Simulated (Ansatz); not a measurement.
# A hypothetical structure for LuSc3, part 2 of 2

Starting from a made-up structure for LuSc3, the aim is the relaxed cell, its shortest contacts and, where a second run follows, its electronic structure.

Ansatz 0.2.0; DFT, PBE, plane-wave PAW, files of the set soft_1, scalar-relativistic, no spin, cell and ions relaxed at zero pressure; PAW set soft_1 (the session's first sound run).

So far: The starting structure; Relaxation of the guess. The relaxed cell has a = 4.691, c = 9.345 Å (conventional setting).

## (3) Electronic structure of the relaxed cell

A second self-consistent run takes a narrower smearing and the mesh shown in its input; the bands follow along the standard path of the relaxed lattice.

This step: DFT, PBE, plane-wave PAW, files of the set soft_1, scalar-relativistic, no spin, bands and density of states at the relaxed cell; PAW set soft_1 (Ansatz 0.2.0).

The input, input.yaml:

```yaml
crystal:
  lattice:
    - [-2.3455908847, 2.3455908847, 4.6725201191]
    - [2.3455908847, -2.3455908847, 4.6725201191]
    - [2.3455908847, 2.3455908847, -4.6725201191]
  atoms:
    - { symbol: Lu, position: [0.0, 0.0, 0.0] }
    - { symbol: Sc, position: [0.5, 0.5, 0.0] }
    - { symbol: Sc, position: [0.25, 0.75, 0.5] }
    - { symbol: Sc, position: [0.75, 0.25, 0.5] }
kpoints:
  mp_grid: { grid: [10, 10, 10] }
  band_path:
    path:
      - [[0.0, 0.0, 0.0], [0.0, 0.0, 0.5], [-0.12600047, 0.12600047, 0.5], [-0.31300024, 0.31300024, 0.31300024], [0.0, 0.0, 0.0], [0.5, 0.5, -0.5], [0.31300024, 0.68699976, -0.31300024], [0.0, 0.5, 0.0], [0.25, 0.25, 0.25], [0.5, 0.5, -0.12600047], [0.5, 0.5, -0.5]]
      - [[0.0, 0.0, 0.5], [0.25, 0.25, 0.25]]
    npoints: 7
scf:
  occupations: { method: fermi_dirac, width: 0.03 }
  n_extra_bands: 8
hamiltonian:
  xc: pbe
  pseudopotentials: { kind: paw, azcp: { folder: soft_1 } }
output:
  forces: true
  stress: true
  write_bands: true
  dos: { projected: true }
  write_density: true
  write_potential: true
  elf: true
  volumetric_format: npy
```

The run is started by

```
$ ansatz run input.yaml --threads 4 --pin off --max-ram 8192MiB --backend cpu --events-out ev --progress --plain --runs-dir out
```

Numbers of over 12 decimals in the logs are rounded to 6 here.

The program printed:

```text
Lu: projections on atomic orbitals take those of the free atom [Kr 4d10] 4f14 5s2 5p6 5d1 6s2, of charge +0.00 (hamiltonian.pseudopotentials.projection_atoms); the dataset's partial waves leave at most 4.6e-5 of an orbital's norm unspanned inside its sphere
[...]
Crystal: 4 atoms, lattice volume = 102.829 Å³
Basis set: ecut = 420 eV, 2039 PW (Γ), exchange–correlation on 80×80×80 points (8 copies of the dense FFT grid, shifted against one another)
Bands: 37, of which v1, the nominal top of the filled ones, is band 29 counted from 1 (28 counted from 0)
Symmetry: 16 space group operations
[...]
k-points: 102 of 1000
[...]
SCF iter   1: F=—  HF=-21140.523267 eV  |F-HF|=—  |Δ(HF+E_count)|=         —  Δρ=2.18e-2  dr2=6.63e-1  ethr=3.10e-3  ⟨swp⟩=5.8  Hψ=15377  notcnv=0
[...]
SCF iter  10: F=-21140.325968 eV  HF=-21140.325968 eV  |F-HF|=3.71e-10  |Δ(HF+E_count)|=   3.86e-8  Δρ=5.01e-7  dr2=2.58e-10  ethr=2.31e-11  ⟨swp⟩=10.8  Hψ=30965  notcnv=0
SCF 1 converged in 10 iterations: F = -21140.325968 eV  dr2 = 2.58e-10
[...]
NSCF: frozen V_eff on 79 k-points
SCF converged after 10 iterations
Free energy (F): -21140.325968 eV
[...]
Internal energy: -21140.303940 eV  (E = F + TS)
E sigma→0 (E₀):  -21140.314954 eV
Entropy (-TS):   -0.022027 eV (-5.507 meV/atom)
Fermi energy:    10.496862 eV
[...]
--- Stress (GPa, compression-positive) ---
       -0.043832       0.000000       0.000000
        0.000000      -0.043832       0.000000
        0.000000       0.000000      -0.029589
  P = ⅓ Tr σ = -0.0391 GPa (-0.391 kbar)
--- Band table (eV; the first three rows and the last of 102) ---
  k-point 0: bands = [... 25 lower, 9.6837, 9.8187, 9.9227, 10.6515, 10.6515, 10.7599, 10.7599, 12.1594, ... 4 higher]
  k-point 1: bands = [... 25 lower, 9.7703, 9.8842, 9.9691, 10.3719, 10.4765, 10.7828, 10.8624, 12.0116, ... 4 higher]
  k-point 2: bands = [... 25 lower, 9.7709, 9.8270, 10.0105, 10.0298, 10.1171, 11.1181, 11.1459, 11.6322, ... 4 higher]
  k-point 101: bands = [... 25 lower, 8.7867, 8.9116, 9.8282, 9.8282, 10.8190, 10.8521, 12.0971, 12.3845, ... 4 higher]
```

Run time: 11 s. Hardware: 4 threads of Arm Neoverse V2, shared host; peak memory 0.63 GiB; 42 s of CPU time.

Reading the cycles: dr2 is the Hartree energy of the density residual (eV), the measure of convergence; HF is the Harris–Foulkes estimate of the energy, which meets the free energy F at convergence.

Numbers from this step:

```
free energy             : -21140.3260 eV
energy at zero smearing : -21140.3150 eV
smearing term TS        : 0.02203 eV
Fermi energy            : 10.50 eV
pressure                : -0.03908 GPa
```

From bands.tsv, the bands that come nearest the Fermi level along the path, at its corners, in eV from the Fermi level:

```
point  band 25  band 26  band 27  band 28  band 29  band 30  band 31  band 32
    Γ    -1.64    -0.81    -0.68    -0.57     0.15     0.15     0.26     0.26
    X    -1.95    -1.92    -1.77     0.17     0.30     0.33     0.43     0.68
    Y    -2.10    -1.91    -1.67     0.12     0.14     0.25     0.26     0.63
    S    -2.47    -2.42    -0.89    -0.15    -0.08     0.32     0.38     0.68
    Γ    -1.64    -0.81    -0.68    -0.57     0.15     0.15     0.26     0.26
    Z    -3.24    -1.71    -1.59    -0.67    -0.67     0.32     0.36     1.60
   S1    -2.47    -2.42    -0.89    -0.15    -0.08     0.32     0.38     0.68
    N    -2.83    -0.93    -0.65    -0.04     0.05     0.21     0.27     0.35
    P    -1.94    -1.83    -1.83     0.04     0.15     0.15     0.22     1.21
   Y1    -2.10    -1.91    -1.67     0.12     0.14     0.25     0.26     0.63
    Z    -3.24    -1.71    -1.59    -0.67    -0.67     0.32     0.36     1.60
    X    -1.95    -1.92    -1.77     0.17     0.30     0.33     0.43     0.68
    P    -1.94    -1.83    -1.83     0.04     0.15     0.15     0.22     1.21
```

States per cell as run, both spins, in windows of 1 eV, from dos.tsv (zero at the Fermi level):

| from | to | total |
| --- | --- | --- |
| -8 | -7 | 0.00 |
| -7 | -6 | 0.00 |
| -6 | -5 | 0.09 |
| -5 | -4 | 14.54 |
| -4 | -3 | 1.02 |
| -3 | -2 | 1.53 |
| -2 | -1 | 3.44 |
| -1 | 0 | 5.47 |
| 0 | 1 | 7.01 |

A further 32.0 states lie below the table's range.

ELF in the ac plane of the conventional cell at fractional y = 0.000, with atoms of Lu and Sc within 0.2 Å of it. It is the smooth field of the valence electrons, not physical close to the nuclei.

Ten even steps from '_' (0.10) to '@' (0.84), each cell a mean:
```
@@@@**....++####**::__--@@@@
%%##--__..==++++==--__..++%%
::..____......__......____::
........__..----::____......
++++--__..++******--__::==++
%%##--__::##--..**++__..**##
####==__..##++--**==__..**##
======..__--****++..__::====
____..::..__....____..::..__
--::__..::--::::::--..__..--
****--__::++******==__..++**
..**++__..**%%%%##==__::##--
--**++__::**######==__::##==
**++..__::==++++++==..__--**
..____..::....__..::::______
::::--..__..----::__..::::::
****==__..++******--__::++**
%%##==__::##--..**++__..**%%
##**==__..##++--**==__..++##
------____--****++..__::----
____....____....____....____
++--..__..::::::::::..__::==
@@@@==__..==****++--__::##@@
%%@@##..__++##%%**::__==@@@@
```
Columns run along a (4.7 Å), rows up along c (9.3 Å), edges of the conventional cell, whose origin can differ from the input's. Atoms in or near the plane, at fractional coordinates: Lu at (0.00, 0.00), Sc at (0.00, 0.50), Sc at (0.50, 0.25), Sc at (0.50, 0.75).

Electrostatic potential energy in the ac plane of the conventional cell at fractional y = 0.000, with atoms of Lu and Sc within 0.2 Å of it. With pseudopotentials it is smooth inside the atoms' cores, unlike the true potential.

Values in eV, 24 rows by 14 columns, each cell a mean:
```
-51 -48 -21   2  10  13  14  14  13  11   7  -7 -38 -51
-35 -24  -5   6  10  12  13  13  12  11   9   2 -14 -32
 -2   1   6   9  10  10   9   8   9  10  10   8   4  -1
 10  10  11  10   7   2  -5  -7  -2   5   9  10  10  10
 13  13  12   9   2 -15 -31 -35 -24  -6   6  11  13  13
 14  14  12   8  -4 -28 -47 -50 -40 -15   4  10  13  14
 14  14  12   8  -2 -24 -43 -46 -35 -12   5  11  13  14
 13  13  12  10   5  -7 -20 -23 -14   0   8  11  12  13
  8   9  10  11   9   6   3   1   4   8  10  11  10   9
 -7  -2   5   9  11  11  11  11  11  11  10   8   2  -5
-35 -24  -6   6  11  13  13  13  13  12   9   2 -15 -31
-50 -40 -15   4  11  13  14  14  14  12   8  -4 -28 -47
-46 -35 -12   5  11  13  14  14  14  12   8  -2 -24 -43
-23 -14   0   8  11  12  13  13  13  12  10   5  -7 -20
  1   4   8  10  11  10   9   8   9  10  11   9   6   3
 11  11  11  10   8   2  -5  -7  -2   5   9  11  11  11
 14  13  12   9   2 -15 -31 -35 -24  -6   6  11  13  14
 14  14  12   8  -4 -28 -47 -50 -40 -15   4  11  13  14
 14  14  12   8  -2 -24 -43 -46 -35 -12   5  11  13  14
 12  12  11   9   4  -7 -20 -23 -14   0   8  11  12  12
  6   8   9  10   9   6   2   1   4   8  10  10   8   7
-14  -7   2   8  10  11  11  11  11  11   9   6  -2 -12
-47 -38 -12   4  10  12  13  13  13  12   8  -2 -25 -45
-51 -51 -26   1   9  13  14  14  14  11   6 -10 -43 -51
```
Columns run along a (4.7 Å; values clipped at the 3rd and 97th percentile), rows up along c (9.3 Å), edges of the conventional cell, whose origin can differ from the input's. Atoms in or near the plane, at fractional coordinates: Lu at (0.00, 0.00), Sc at (0.00, 0.50), Sc at (0.50, 0.25), Sc at (0.50, 0.75).

Valence density in the ac plane of the conventional cell at fractional y = 0.000, with atoms of Lu and Sc within 0.2 Å of it. It is the smooth field of the valence electrons, not physical close to the nuclei.

Values in e/Å³, 24 rows by 14 columns, each cell a mean:
```
28 11  2  0  0  0  0  0  0  0  0  1  5 20
 5  3  1  0  0  0  0  0  0  0  0  0  1  4
 1  0  0  0  0  0  0  0  0  0  0  0  0  0
 0  0  0  0  0  0  1  1  0  0  0  0  0  0
 0  0  0  0  0  1  4  4  3  1  0  0  0  0
 0  0  0  0  1  3  7  8  5  1  0  0  0  0
 0  0  0  0  0  2  6  7  4  1  0  0  0  0
 0  0  0  0  0  1  2  2  1  0  0  0  0  0
 0  0  0  0  0  0  0  0  0  0  0  0  0  0
 1  0  0  0  0  0  0  0  0  0  0  0  0  1
 4  3  1  0  0  0  0  0  0  0  0  0  1  4
 8  5  1  0  0  0  0  0  0  0  0  1  3  7
 7  4  1  0  0  0  0  0  0  0  0  0  2  6
 2  1  0  0  0  0  0  0  0  0  0  0  1  2
 0  0  0  0  0  0  0  0  0  0  0  0  0  0
 0  0  0  0  0  0  1  1  0  0  0  0  0  0
 0  0  0  0  0  1  4  4  3  1  0  0  0  0
 0  0  0  0  1  3  7  8  5  1  0  0  0  0
 0  0  0  0  0  2  6  7  4  1  0  0  0  0
 0  0  0  0  0  1  2  2  1  0  0  0  0  0
 0  0  0  0  0  0  0  0  0  0  0  0  0  0
 1  1  0  0  0  0  0  0  0  0  0  0  1  1
12  5  1  0  0  0  0  0  0  0  0  1  3  9
40 15  3  0  0  0  0  0  0  0  0  1  7 29
```
Columns run along a (4.7 Å), rows up along c (9.3 Å), edges of the conventional cell, whose origin can differ from the input's. Atoms in or near the plane, at fractional coordinates: Lu at (0.00, 0.00), Sc at (0.00, 0.50), Sc at (0.50, 0.25), Sc at (0.50, 0.75).

## (4) Outcome

```json
{"space group, relaxed": "I4/mmm", "conventional cell": "a = 4.691, b = 4.691, c = 9.345 Å; α = 90.0°, β = 90.0°, γ = 90.0°", "volume per atom": "25.71 Å³ (guess 24.08)"}
```

**Reading.** LuSc3 relaxes to I4/mmm with a = 4.691, b = 4.691 and c = 9.345 Å. The guessed volume was 6 % too small. The space group I4/mmm was held in the relaxation, so the end point is a stationary structure within it and may be a saddle against distortions or other arrangements. Bands cross the Fermi level, so it is a metal or semimetal at this level. On the 10×10×10 mesh with the narrower smearing (relaxed on 8×8×8) the forces vanish, as symmetry may demand, and the largest stress component is 0.044 GPa, within the relaxation's thresholds of 0.015 eV/Å and 0.05 GPa. The cutoff wasn't tested. Spin-orbit coupling is left out, which can matter for elements this heavy. No dispersion term is used, so weakly bound directions may come out too long. Nothing here tests whether the compound is stable against decomposition.

[Logs are printed without paths, hosts, clocks, repeated set-up lines and the standing remarks that a program may print on its own settings, such as how far it seeks lower states.]

[Hosts, paths, dates, database ids (printed as entryN), source tags and the programs' standing remarks are cut or masked in the printed files.]
